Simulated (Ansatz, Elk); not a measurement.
## Bonding as seen by X-rays: LuGaNiC

Structure refinements treat a crystal as free atoms side by side. For a made-up structure of LuGaNiC (cell and positions from a PBEsol relaxation) the runs below show what the calculated density changes in F(hkl).

Program: Elk 11.2.3 (patched build). Level of theory: DFT, PBE, all-electron APW+lo, Dirac cores, scalar-relativistic bands, static density, no spin. Results are calculated unless marked as measured.

This account leaves out most program logs.

The structure was built from a prototype and need not be the compound's stable phase.

## (1) Starting point

The structure is tetragonal, space group P4/nmm (No. 129). Conventional cell: a = 3.483 Å, b = 3.483 Å, c = 9.344 Å, α = 90.00°, β = 90.00°, γ = 90.00°. Nearest to Lu lie 5 C at 2.31 to 2.46 Å. Nearest to Ga lie 1 C at 1.93 Å and 4 Ni at 2.37 Å. Nearest to Ni lie 4 Ga at 2.37 Å and 4 Ni at 2.46 Å. Nearest to C lie 1 Ga at 1.93 Å and 5 Lu at 2.31 to 2.46 Å. Farther neighbours are not listed.

## (2) Ground state and structure factors

An all-electron density is needed, since X-rays see the cores too. Task 0 finds the density and task 195 Fourier-transforms it; tshift is off so that phases refer to the origin typed.

File elk.in:

```
tasks
  0
  195

xctype
  20

spinpol
  .false.

rgkmax
  7.0

gmaxvr
  14.0

lmaxo
  7

lmaxapw
  8

swidth
  0.002

tshift
  .false.

ramdisk
  .false.

hmaxvr
  5.5

maxscl
  120

epspot
  1e-06

sppath
  './'

avec
  6.58200357172 -0.00000000000 0.00000000000
  -0.00000000000 6.58200357172 0.00000000000
  -0.00000000000 0.00000000000 17.65668862885

atoms
  4
  'Lu.in'
  2
  0.5000000000 0.0000000000 0.1248598224   0.000000 0.000000 0.000000
  0.0000000000 0.5000000000 0.8751401776   0.000000 0.000000 0.000000
  'Ga.in'
  2
  -0.0000000000 0.5000000000 0.3282252531   0.000000 0.000000 0.000000
  0.5000000000 -0.0000000000 0.6717747469   0.000000 0.000000 0.000000
  'Ni.in'
  2
  0.5000000000 0.5000000000 0.5000000000   0.000000 0.000000 0.000000
  -0.0000000000 -0.0000000000 0.5000000000   0.000000 0.000000 0.000000
  'C.in'
  2
  0.5000000000 0.0000000000 0.8781411565   0.000000 0.000000 0.000000
  -0.0000000000 0.5000000000 0.1218588435   0.000000 0.000000 0.000000

ngridk
  7 7 3
```

Launch:

```sh
> OMP_NUM_THREADS=4 elk
```

Elapsed: 91 s, on 4 threads of Arm Neoverse V2, shared host; peak memory 0.35 GiB; 5 min of CPU time.

SFACRHO.OUT:

```text

h k l indices transformed by vhmat matrix:
   1.000000000       0.000000000       0.000000000    
   0.000000000       1.000000000       0.000000000    
   0.000000000       0.000000000       1.000000000    

      h      k      l  multipl.   |H|            Re(F)            Im(F)           |F|

      0      0      0      1   0.0000000       272.00000     -0.48377973E-16   272.00000    
      0      0     -1      2  0.35585298       23.654491     -0.30188195E-13   23.654491    
      0      0     -2      2  0.71170596       20.923735      0.12108452E-12   20.923735    
     -1      0      0      4  0.95460071     -0.99521521E-15 -0.64977104E-13  0.64984725E-13
     -1      0      1      4   1.0187708     -0.28861241E-13  -35.848491       35.848491    
      0      1      1      4   1.0187708      0.37154701E-13   35.848491       35.848491    
      0      0     -3      2   1.0675589      -89.578085     -0.20999041E-12   89.578085    
     -1      0     -2      4   1.1907090     -0.24165069E-13   157.19522       157.19522    
      1      0      2      4   1.1907090     -0.24113235E-13  -157.19522       157.19522    
     -1     -1      0      4   1.3500093      -132.39734     -0.73510904E-13   132.39734    
      1      1      1      8   1.3961219      -109.65560      0.13203188E-12   109.65560    
      0      0     -4      2   1.4234119      -100.91415      0.14731258E-12   100.91415    
      0     -1     -3      4   1.4321119      0.48765545E-13  -82.771312       82.771312    
      0      1      3      4   1.4321119      0.48765545E-13   82.771312       82.771312    
     -1     -1     -2      8   1.5261227       67.959075      0.91891538E-13   67.959075    
      1      0     -4      4   1.7138740     -0.76299833E-13  -42.141613       42.141613    
      0      1     -4      4   1.7138740      0.76299833E-13   42.141613       42.141613    
      1      1     -3      8   1.7211064      -2.4046477     -0.72982449E-14   2.4046477
```

Elk indexes on the primitive cell of elk.in and gives |H| = 4π sin θ/λ in inverse bohr. Below, one row stands for each form hkl of the conventional cell (m members, Friedel mates merged), F is for one primitive cell and the density is static (no thermal factor). Free-atom factors are Waasmaier and Kirfel's, and R is Σm||F|−|F'||/Σm|F|. Elk warned that it couldn't find a linearisation energy, which lowers the accuracy of some states in this run and its variants.

```csv
hkl,m,sin θ/λ (Å⁻¹),"abs F, DFT",neutral atoms,diff.,abs of complex diff.
001,2,0.053,23.654,23.621,+0.034,0.034
002,2,0.107,20.924,20.224,+0.699,0.699
100,4,0.144,0.000,0.000,+0.000,0.000
101,8,0.153,35.849,36.459,-0.611,0.611
003,2,0.161,89.578,88.657,+0.921,0.921
102,8,0.179,157.195,158.046,-0.851,0.851
110,4,0.203,132.397,132.390,+0.007,0.007
111,8,0.210,109.656,109.459,+0.197,0.197
004,2,0.214,100.914,100.541,+0.373,0.373
103,8,0.215,82.771,83.430,-0.659,0.659
112,8,0.230,67.959,68.267,-0.308,0.308
104,8,0.258,42.142,42.373,-0.232,0.232
113,8,0.259,2.405,2.812,-0.408,0.408
005,2,0.268,150.562,151.288,-0.726,0.726
200,4,0.287,194.853,195.686,-0.833,0.833
201,8,0.292,21.546,21.435,+0.110,0.110
114,8,0.295,166.118,166.758,-0.640,0.640
105,8,0.304,38.792,38.449,+0.343,0.343
202,8,0.306,13.663,13.751,-0.087,0.087
210,8,0.321,0.000,0.000,+0.000,0.000
006,2,0.321,75.210,75.722,-0.513,0.513
211,16,0.325,33.458,33.293,+0.166,0.166
```

## (3) The highest occupied states alone

An energy window below the Fermi level keeps the highest occupied states, to see at which angles they scatter; shallow core shells can lie inside it and anion s states outside. No new self-consistency is needed.

elk.in: that of step 2 with these lines changed.

```diff
@@ -1,3 +1,2 @@
 tasks
-  0
   195
@@ -40,2 +39,5 @@
 
+wsfac
+  -0.154010 0.586980
+
 sppath
```

Launch:

```sh
> OMP_NUM_THREADS=4 elk
```

Elapsed: 18 s, on 4 threads; peak memory 0.24 GiB.

States within 12 eV below the Fermi level hold 68.00 electrons; any levels below the window count with the cores. Their amplitudes can exceed the total, where window and core parts have opposite phase:

```csv
hkl,sin θ/λ (Å⁻¹),"abs F, window","abs F, all"
001,0.053,6.769,23.654
002,0.107,15.369,20.924
100,0.144,0.000,0.000
101,0.153,12.887,35.849
003,0.161,33.121,89.578
102,0.179,20.877,157.195
110,0.203,15.778,132.397
111,0.210,29.339,109.656
004,0.214,15.398,100.914
103,0.215,13.451,82.771
```

## (4) Another functional

The difference from free atoms is small, so it is set against the change that LDA (Perdew-Wang) makes.

elk.in: that of step 3 with these lines changed.

```diff
@@ -1,2 +1,3 @@
 tasks
+  0
   195
@@ -4,3 +5,3 @@
 xctype
-  20
+  3
 
@@ -39,5 +40,2 @@
 
-wsfac
-  -0.154010 0.586980
-
 sppath
```

Launch:

```sh
> OMP_NUM_THREADS=4 elk
```

It took 56 s on 4 threads; peak memory 0.23 GiB.

Against the first run R = 0.02 %; the largest change is -0.067 at 200.

## (5) Basis size

A smaller basis shows how fast F responds to it; the change is likely larger than the basis error of the first run, but doesn't show convergence.

elk.in: that of step 4 with these lines changed.

```diff
@@ -5,3 +5,3 @@
 xctype
-  3
+  20
 
@@ -11,3 +11,3 @@
 rgkmax
-  7.0
+  5.5
```

Launch:

```sh
> OMP_NUM_THREADS=4 elk
```

It took 62 s on 4 threads; peak memory 0.33 GiB; 3.1 min of CPU time.

Against the first run R = 0.05 %; the largest change is +0.151 at 212.

## (6) Settings against the effect

```csv
run,R against the first run (%),"R against neutral atoms, low angle (%)",wall time
"PBE, rgkmax 7",0.00,0.54,91 s
LDA (Perdew-Wang),0.02,0.54,56 s
rgkmax 5.5,0.05,0.52,62 s
```

## (7) Results

```yaml
r_against_neutral_atoms_sin_theta_lambda_0p3_a_minus1: 0.54 %
r_against_neutral_atoms_0p3_to_0p73_a_minus1: 0.24 %
```

Independent neutral atoms miss the calculated amplitudes by R = 0.54 % below 0.3 Å⁻¹ and 0.24 % from there to 0.73 Å⁻¹; by shells, 1.64 % below 0.15 Å⁻¹ (2 forms), 0.53 % 0.15 to 0.3 (14 forms), 0.27 % 0.3 to 0.45 (25 forms), 0.24 % above 0.45 (101 forms). Bonding, aspherical density and the tables' own atoms all enter these figures, and the runs don't part them. The largest change of an amplitude is +0.92 electrons, at 003. The window's part falls from 68.0 electrons at the origin to at most 13.74 between 0.45 and 0.73 Å⁻¹, where compact states inside the window still scatter. Below 0.3 Å⁻¹ the changes that finished (LDA (Perdew-Wang) and rgkmax 5.5) move F by R = 0.06 % at most, against the 0.54 % that separates it from free atoms. The k-mesh has no finished test. These runs have no spin, though d or f shells may be open. Spin-orbit coupling is left out, which can matter for elements this heavy. Part of the difference isn't bonding: the tables are fits to free atoms and ions calculated by other methods than this functional. Thermal motion, anomalous dispersion and extinction are left out.

[Logs are printed without paths, hosts, clocks, repeated set-up lines and the standing remarks that a program may print on its own settings, such as how far it seeks lower states.]

[Hosts, paths, dates, database ids (printed as entryN), source tags and the programs' standing remarks are cut or masked in the printed files.]
